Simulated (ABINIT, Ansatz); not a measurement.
An input for ABINIT 10.8.3 (Na2LiIrF6 (Fm-3m)):

```
acell 3*1.0 Angstrom
rprim 
  0.000000000000 4.004814000000 4.004814000000
  4.004814000000 0.000000000000 4.004814000000
  4.004814000000 4.004814000000 -0.000000000000
ntypat 4
znucl 11 3 77 9
natom 10
typat 1 1 2 3 4 4 4 4 4 4
xred 
  0.750000000000 0.750000000000 0.750000000000
  0.250000000000 0.250000000000 0.250000000000
  0.500000000000 0.500000000000 0.500000000000
  0.000000000000 0.000000000000 0.000000000000
  0.747678000000 0.252322000000 0.252322000000
  0.252322000000 0.252322000000 0.747678000000
  0.252322000000 0.747678000000 0.747678000000
  0.252322000000 0.747678000000 0.252322000000
  0.747678000000 0.252322000000 0.747678000000
  0.747678000000 0.747678000000 0.252322000000
pp_dirpath "pseudos"
pseudos "Na.upf, Li.upf, Ir.upf, F.upf"
ecut 38
ngkpt 4 4 4
nshiftk 1
shiftk 0.11 0.21 0.31
kptopt 3
chksymbreak 0
istwfk *1
occopt 1
irdwfk 1
optdriver 99
bs_calctype 1
mbpt_sciss 2.892 eV
bs_loband 29
nband 46
bs_exchange_term 1
bs_coulomb_term 21
bs_coupling 0
bs_algorithm 2
bs_freq_mesh 0 11 0.1 eV
zcut 0.15 eV
ecuteps 3
ecutwfn 19
inclvkb 2
mdf_epsinf 2.38
irdden 1
bs_haydock_niter 300
bs_haydock_tol -0.02 0
indata_prefix "in"
outdata_prefix "out"
tmpdata_prefix "tmp"
```

```sh
OMP_NUM_THREADS=1 mpirun -n 4 abinit run.abi > log
```

Question: How long will it take on 4 MPI ranks of Arm Neoverse N1, shared host, and how much memory?

It took 28 min; on shared hardware allow 14 min to 56 min. Peak host memory was 4.5 GiB.

The kernel grows as the square of the matrix size, and full diagonalisation as its cube.

[Paths, hosts, dates, memory and timing lines, banners, echoed tables and standing remarks are left out of the program output.]

[Logs are printed without paths, hosts, clocks, repeated set-up lines and the standing remarks that a program may print on its own settings, such as how far it seeks lower states.]

[Runs of the session that timed out or met a known fault of the program may be left out.]

[Hosts, paths, dates, database ids (printed as entryN), source tags and the programs' standing remarks are cut or masked in the printed files.]

[G0W0 gaps are taken among the corrected bands and points alone; a level outside them can change the order at an edge.]

[Where Ansatz stands beside ABINIT at settings called matched, ABINIT's density can come from a denser mesh and the files from another edition; pairs whose starting gaps differed by over 0.03 eV were left out, so agreement reads better than it is.]
